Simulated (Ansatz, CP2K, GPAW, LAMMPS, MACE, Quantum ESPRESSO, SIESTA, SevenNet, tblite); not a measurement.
**Running glassy 94B2O3-6CaO (mol %) (77 atoms) with tblite**

Wanted: tblite inputs and outputs for glassy 94B2O3-6CaO (mol %) (77 atoms), checked against a plane-wave reference.

Program: tblite 0.8.0. Level of theory: the method is named at each step. Results are calculated unless marked as measured.

## (1) The starting structure

The cell holds 77 atoms: 30 B, 1 Ca and 46 O. Cell: a = 9.702 Å, b = 9.702 Å, c = 9.702 Å, α = 90.0°, β = 90.0°, γ = 90.0°. 77 atoms (30 B, 1 Ca, 46 O) placed at random at 1.98 g/cm³, melted at 3000 K for 20 ps at fixed volume with the Buckingham and Coulomb pair potential of Guillot and Sator (Geochim. Cosmochim. Acta 71, 1249 (2007)) with the boron terms of Wang et al. (J. Non-Cryst. Solids 498, 294 (2018)). Quenched from 3000 K to 300 K at 20 K/ps and fixed volume, held 10 ps at zero pressure.

The yardstick, on the same geometry:

- method: Kohn-Sham DFT, PBE, SSSP efficiency 1.3.0 pseudopotentials, plane waves (Quantum ESPRESSO 7.5); sssp-pbe-1.3.0-efficiency, cutoffs 60/480 Ry, Γ point
- r.m.s. force component: 0.9424 eV/Å
- longest force: 4.225 eV/Å
- pressure: -9.69 GPa
- gap (highest filled to lowest empty level): 3.852 eV
- time: 2.3 min on 2 MPI ranks of Arm Neoverse V2, shared host
- CPU time: 4.6 min

## (2) GFN2-xTB

Method: GFN2-xTB tight binding, diagonalisation.

File run.py:

```python
import numpy as np
from ase.io import read
from tblite.ase import TBLite

atoms = read("structure.xyz")
atoms.calc = TBLite(method="GFN2-xTB", electronic_temperature=580, accuracy=1.0, max_iterations=250, mixer_damping=0.4, verbosity=1)
energy = atoms.get_potential_energy()
forces = atoms.get_forces()
print(f"energy {energy:.6f} eV")
print("forces (eV/A)")
for i, (a, f) in enumerate(zip(atoms, forces)):
    print(f"{i:4d} {a.symbol:2s} {f[0]:10.5f} {f[1]:10.5f} {f[2]:10.5f}")
stress = -atoms.get_stress(voigt=False) * 160.21766
print("stress (GPa, compression positive)")
for row in stress:
    print(" ".join(f"{x:10.4f}" for x in row))
print("charges (e)")
print(np.array2string(atoms.get_charges(), precision=4, suppress_small=True, max_line_width=110, threshold=100000))
```

File structure.xyz:

```xyz
77
Lattice="9.70233 0.00000 0.00000 0.00000 9.70233 0.00000 0.00000 0.00000 9.70233" Properties=species:S:1:pos:R:3 pbc="T T T"
B 3.72375 9.64305 6.47805
B 0.78589 7.60595 3.09010
B 6.65366 2.26064 9.37798
B 1.61757 7.08833 9.28736
B 5.28622 3.91023 7.71442
B 8.71551 0.78569 0.23916
B 7.30508 5.19987 4.88309
B 2.62361 9.61045 9.56330
B 4.84457 2.32759 5.56448
B 3.12202 5.42195 7.68910
B 8.15956 6.58352 2.09832
B 2.74508 5.98576 2.63030
B 1.96365 2.33225 3.87327
B 0.33279 2.21029 1.98762
B 5.01902 0.54304 1.05717
B 9.33345 3.49682 8.02276
B 7.82328 3.80807 2.42713
B 9.11514 6.13410 8.63071
B 6.00468 8.90606 3.29627
B 3.14152 3.66535 1.28672
B 7.88004 0.02086 5.09401
B 1.97307 2.35844 8.92546
B 7.82813 7.37154 6.53588
B 5.54197 8.18013 7.81426
B 5.06471 6.39374 3.86997
B 5.30358 2.90051 2.90138
B 8.18033 2.77487 5.58670
B 1.68520 9.46579 4.84505
B 7.20379 8.21768 0.20821
B 2.10114 4.73095 5.15951
Ca 0.73485 7.36756 6.26858
O 8.13647 1.41237 5.22383
O 4.36149 8.88685 7.46119
O 7.95135 5.20714 2.23978
O 5.08732 2.49233 4.21256
O 2.12064 0.94394 8.77265
O 2.49214 6.41033 8.44782
O 1.60302 2.40472 2.53279
O 6.07599 5.54566 4.34325
O 0.34298 6.61321 9.53370
O 1.31845 5.70371 4.49693
O 6.10286 3.34187 8.70658
O 5.75135 1.38054 0.25090
O 1.91893 7.12025 2.40695
O 2.48535 5.02600 6.50211
O 1.95531 8.41939 9.51828
O 4.19150 3.11600 2.05233
O 8.08757 9.27446 0.09780
O 5.23402 3.32033 6.46292
O 5.45669 9.66566 2.23086
O 2.39997 3.47838 4.59066
O 8.58782 7.01469 7.67959
O 7.11210 9.33277 4.01356
O 2.56782 9.10777 5.84313
O 8.00103 1.89428 9.40544
O 7.35233 7.24716 1.18989
[... 17 atom lines left out ...]
O 8.99387 3.06856 2.33069
O 9.16162 7.25472 2.78796
O 0.02668 1.18310 1.13993
O 3.76499 5.96625 3.63236
```

Launch:

```
$ OMP_NUM_THREADS=1 python run.py > output.txt
```

Log:

```text
------------------------------------------------------------
  cycle        total energy    energy error   density error
------------------------------------------------------------
      1     -220.9383563871  -2.2184203E+02   4.5077030E-01
      2     -227.5971564788  -6.6588001E+00   2.4470559E-01
      3     -227.8968689264  -2.9971245E-01   1.1308959E-01
      4     -227.8400225625   5.6846364E-02   4.4938839E-02
      5     -228.0435399508  -2.0351739E-01   2.0215961E-02
      6     -228.0752430761  -3.1703125E-02   1.3032025E-02
      7     -228.0832066721  -7.9635960E-03   5.8816644E-03
      8     -228.0842444254  -1.0377533E-03   2.6379964E-03
      9     -228.0846550043  -4.1057892E-04   1.1640982E-03
     10     -228.0846872562  -3.2251887E-05   9.1201315E-04
     11     -228.0847110831  -2.3826942E-05   2.0569382E-04
     12     -228.0847118609  -7.7777841E-07   1.0835312E-04
     13     -228.0847119999  -1.3894660E-07   5.6922108E-05
     14     -228.0847120299  -3.0071675E-08   2.5002677E-05
     15     -228.0847120420  -1.2063481E-08   9.8254672E-06
------------------------------------------------------------
 total:                                   5.219 sec
energy -6206.501146 eV
forces (eV/A)
   0 B     1.54360    0.22476   -0.09583
   1 B    -0.43698   -1.05494   -0.87965
   2 B    -0.87074   -0.86275   -0.27133
   3 B     0.49850    1.02745   -0.49355
   4 B    -0.50455   -0.86805    0.42239
   5 B    -1.71236    0.83803    1.12436
   6 B    -0.48729    2.00005    1.40013
   7 B     1.34581    0.16530    0.17026
   8 B     0.23546   -0.07685   -0.34041
   9 B    -0.02621   -0.25800   -1.19621
  10 B     0.71718   -1.10114   -0.09529
  11 B     0.08591   -0.39770   -0.02984
  12 B    -0.65316    1.02629    1.43792
  13 B    -1.50752    0.91064    0.10248
  14 B    -0.29039   -0.71804   -0.52768
  15 B    -0.19385    0.62369   -1.26666
  16 B     0.35146    0.55162   -0.54484
  17 B    -0.21951   -1.27748   -1.40591
  18 B    -0.55044    0.09025    0.12049
  19 B     1.14423    0.32041    0.54123
  20 B    -0.55771    0.20668   -0.04771
  21 B    -0.68911   -0.27789    1.36963
  22 B    -3.07650    0.05971   -0.72792
  23 B     1.72163    0.75148   -0.67157
[...]
69 O     0.48616   -0.62886    0.54781
  70 O    -0.47612   -0.22299    0.26214
  71 O     0.51257    0.02793    0.74319
  72 O     0.38071    0.05886    0.34178
  73 O     0.33689   -0.10272   -0.01936
  74 O     1.03705    0.20674   -0.07238
  75 O    -0.01637   -1.17833   -0.85435
  76 O     0.50138    0.10734   -1.01236
stress (GPa, compression positive)
  -10.7054     0.5377    -4.2516
    0.5377   -14.4860    -0.4110
   -4.2516    -0.4110    -8.3167
charges (e)
[ 0.6347  0.652   0.6313  0.6379  0.633   0.6404  0.6397  0.6306  0.6319  0.6356  0.6314  0.6456  0.64
  0.6336  0.6377  0.6446  0.6397  0.6351  0.631   0.6407  0.6373  0.6294  0.664   0.6261  0.632   0.6323
  0.6351  0.636   0.6315  0.6307  0.5614 -0.4391 -0.4197 -0.4269 -0.4035 -0.4378 -0.4153 -0.4198 -0.4292
 -0.4312 -0.5656 -0.3962 -0.4319 -0.4229 -0.4637 -0.3818 -0.4347 -0.4032 -0.4188 -0.4395 -0.4391 -0.444
 -0.4202 -0.3762 -0.4364 -0.4146 -0.4142 -0.4099 -0.4352 -0.3741 -0.4328 -0.4267 -0.4943 -0.4387 -0.4526
 -0.423  -0.4112 -0.4241 -0.4646 -0.4059 -0.4155 -0.4338 -0.4394 -0.4252 -0.3878 -0.4103 -0.4314]
```

Elapsed: 5.7 s, on 1 thread of Arm Neoverse V2, shared host; peak memory 0.11 GiB.

Banners, paths, timers and routine set-up lines are dropped from the logs unmarked, and long logs keep their key lines alone; longer cuts are marked.

Compared with the plane-wave run:

* r.m.s. force component: 0.7533 eV/Å
* r.m.s. difference of force components: 303.6 meV/Å
* longest difference of force vectors: 1208 meV/Å
* force difference over r.m.s. force: 32.21 %
* slope of forces against the reference's: 0.7676
* correlation of force components: 0.9603
* pressure: -11.17 GPa
* pressure difference: -1.479 GPa

Length of the force difference by element (eV/Å):

```
element  atoms  mean  most
      B     30  0.59   1.2
     Ca      1   1.1   1.1
      O     46  0.37  0.79
```

Local excerpt of 9 atoms (numbers count through the whole input) about B1, picked at random; x, y, z are measured from there.

```
atom      x      y      z  distance (Å)  Mulliken charge (e)     Fx     Fy  Fz (eV/Å)
  B1   0.00   0.00   0.00          0.00                 0.63   1.54   0.22      -0.10
 O68   0.56   1.16  -0.46          1.37                -0.42  -0.06   0.41       0.00
 O33   0.64  -0.76   0.98          1.39                -0.42  -0.09  -0.24      -0.73
 O54  -1.16  -0.54  -0.63          1.42                -0.38  -0.34  -1.03       0.80
 B28  -2.04  -0.18  -1.63          2.62                 0.64   0.60   1.77      -1.81
 B24   1.82  -1.46   1.34          2.69                 0.63   1.72   0.75      -0.67
  B9   1.12   2.39  -0.91          2.79                 0.63   0.24  -0.08      -0.34
 O36  -1.60   1.00   2.29          2.97                -0.44  -0.60   1.31      -0.08
 O61  -2.09   1.18  -1.93          3.08                -0.43   0.54   0.38      -0.46
```

Atoms are counted from 1 here, from 0 in the log.

Forces lie 32 % from the reference's, at 0.021 times its CPU time (on 1 against 2 cores).

## (3) GFN1-xTB

Method: GFN1-xTB tight binding, diagonalisation.

run.py: that of step 2 with these lines changed.

```diff
@@ -5,3 +5,3 @@
 atoms = read("structure.xyz")
-atoms.calc = TBLite(method="GFN2-xTB", electronic_temperature=580, accuracy=1.0, max_iterations=250, mixer_damping=0.4, verbosity=1)
+atoms.calc = TBLite(method="GFN1-xTB", electronic_temperature=580, accuracy=1.0, max_iterations=250, mixer_damping=0.4, verbosity=1)
 energy = atoms.get_potential_energy()
```

structure.xyz is that of step 2.

Log:

```text
------------------------------------------------------------
  cycle        total energy    energy error   density error
------------------------------------------------------------
      1     -252.1684433848  -2.5336464E+02   1.0215877E+00
      2     -262.4849684446  -1.0316525E+01   4.7694351E-01
      3     -262.5195119573  -3.4543513E-02   2.5906516E-01
      4     -262.4356404649   8.3871492E-02   9.3889853E-02
      5     -262.5917782813  -1.5613782E-01   2.6511312E-02
      6     -262.6079685838  -1.6190303E-02   9.4043168E-03
      7     -262.6093089758  -1.3403920E-03   5.4865643E-03
      8     -262.6098707490  -5.6177316E-04   1.0289864E-03
      9     -262.6098789704  -8.2214206E-06   1.8643229E-04
     10     -262.6098794817  -5.1131212E-07   6.2648688E-05
     11     -262.6098795657  -8.3991267E-08   9.9471036E-06
------------------------------------------------------------
 total:                                   2.074 sec
energy -7145.978807 eV
forces (eV/A)
   0 B     1.32593   -0.14080   -0.08330
   1 B    -0.26189   -0.97845   -0.79384
   2 B    -0.57249   -0.98990   -0.36620
   3 B     0.18999    1.03688   -0.83051
   4 B    -0.68838   -0.82125    0.51459
   5 B    -1.74091    1.12418    1.23421
   6 B    -0.37802    2.13370    1.51742
   7 B     1.16463    0.31155   -0.12165
   8 B     0.17988   -0.24694   -0.11766
   9 B    -0.15373   -0.07874   -1.23186
  10 B     0.71093   -1.04433   -0.21174
  11 B     0.04494   -0.17558   -0.08242
  12 B    -0.85302    0.76616    1.58820
  13 B    -1.33605    0.78184    0.18300
  14 B    -0.27134   -0.76106   -0.56781
  15 B    -0.33691    0.95862   -1.46412
  16 B     0.45689    0.62060   -0.60258
  17 B    -0.08718   -1.15885   -1.67618
  18 B    -0.68835    0.02545    0.15203
  19 B     1.09510    0.39154    0.45241
  20 B    -0.30506    0.19751    0.23360
  21 B    -0.71312   -0.58539    1.37953
  22 B    -3.15379    0.25981   -0.66188
  23 B     1.81726    0.79178   -0.92011
[...]
69 O     0.74655   -0.67994    0.68776
  70 O    -0.55212   -0.31136    0.34264
  71 O     0.50879   -0.03053    0.86408
  72 O     0.26766   -0.10882    0.57531
  73 O     0.28020    0.01711    0.08849
  74 O     1.01002    0.13845   -0.09783
  75 O     0.06744   -1.49786   -1.05005
  76 O     0.56007   -0.02758   -1.05819
stress (GPa, compression positive)
   -8.3764     0.6627    -3.9466
    0.6627   -12.0521    -0.3660
   -3.9466    -0.3660    -5.8090
charges (e)
[ 0.678   0.7041  0.6735  0.6866  0.6793  0.6869  0.6808  0.6744  0.678   0.6742  0.6789  0.6913  0.6833
  0.677   0.6801  0.6844  0.6848  0.6735  0.6723  0.683   0.6714  0.6716  0.7008  0.6517  0.6682  0.6793
  0.6761  0.6871  0.6786  0.659   0.4365 -0.4711 -0.4478 -0.4621 -0.4373 -0.4693 -0.4299 -0.4395 -0.4519
 -0.4568 -0.5284 -0.4357 -0.4526 -0.4677 -0.4598 -0.4271 -0.4626 -0.439  -0.4446 -0.4674 -0.4594 -0.4331
 -0.4484 -0.3908 -0.4568 -0.4491 -0.4444 -0.4434 -0.4654 -0.393  -0.4725 -0.4563 -0.5113 -0.4645 -0.4437
 -0.4573 -0.4362 -0.4564 -0.4607 -0.4428 -0.4522 -0.4661 -0.4668 -0.4557 -0.4326 -0.4411 -0.4546]
```

The job ended after 2.6 s (1 thread; peak memory 0.11 GiB).

Compared with the plane-wave run:

| Item | Value |
| --- | --- |
| r.m.s. force component | 0.7938 eV/Å |
| r.m.s. difference of force components | 286.6 meV/Å |
| longest difference of force vectors | 1275 meV/Å |
| force difference over r.m.s. force | 30.41 % |
| slope of forces against the reference's | 0.8085 |
| correlation of force components | 0.9598 |
| pressure | -8.746 GPa |
| pressure difference | 0.9442 GPa |

Against the first run (32 %), the force difference from the reference is 30 %, at 0.45 times the CPU time.

## (4) All runs compared

Differences are against the plane-wave reference, forces as r.m.s. over components; share is that over the reference's r.m.s. force, slope the least-squares factor from reference forces to these. Total energies of different programs have different zeros and aren't compared.

| run | Δ force, r.m.s. (meV/Å) | share (%) | slope | Δ pressure (GPa) | cores | CPU time | memory (GiB) |
| --- | --- | --- | --- | --- | --- | --- | --- |
| reference | - | - | - | - | 2 | 4.6 min | 2.2 |
| tblite GFN2-xTB | 304 | 32.2 | 0.768 | -1.48 | 1 | 5.7 s | 0.11 |
| tblite GFN1-xTB | 287 | 30.4 | 0.808 | 0.944 | 1 | 2.6 s | 0.11 |

CPU time is summed over cores on a shared host, where runs went side by side, so it is rough. Symmetry, cutoffs, thresholds, outputs and thread counts weren't matched or tuned between programs; memory under MPI is the largest rank's times the ranks.

## (5) Summary of results

| Property | Result |
| --- | --- |
| nearest in forces | tblite GFN1-xTB, 30 % |
| its CPU time | 2.6 s |

Tight binding differs by 30 % (tblite GFN1-xTB) to 32 % (tblite GFN2-xTB); it is another model, with fitted parameters of its own, and the xTB methods hold dispersion. Of the electronic-structure runs that take under half the reference's CPU time, tblite GFN1-xTB comes nearest, at 30 % in 2.6 s against 4.6 min. Periodic xTB results under one method name differ between programs and library versions. The reference's pressure holds the uncorrected Pulay stress of its 60 Ry basis, so small pressure differences, and their order, may be the reference's own error. The quench rate of 20 K/ps is many orders above laboratory rates, so the cell is likely richer in defects and strain than a real sample. The network of bonds at the start is that of the classical potential that made the cell, and needn't be the one that DFT or experiment would give. The reference's stress is far from hydrostatic: its diagonal is -9.3, -13.2, -6.6 GPa, compression counted positive. The electronic-structure runs sample only Γ, in a cell whose shortest periodic width is 10 Å.

[Also dropped from logs without a mark: logging warnings of Python, and SIESTA's first energy breakdown and zero terms.]

[Logs are printed without paths, hosts, clocks, repeated set-up lines and the standing remarks that a program may print on its own settings, such as how far it seeks lower states.]

[Hosts, paths, dates, database ids (printed as entryN), source tags and the programs' standing remarks are cut or masked in the printed files.]
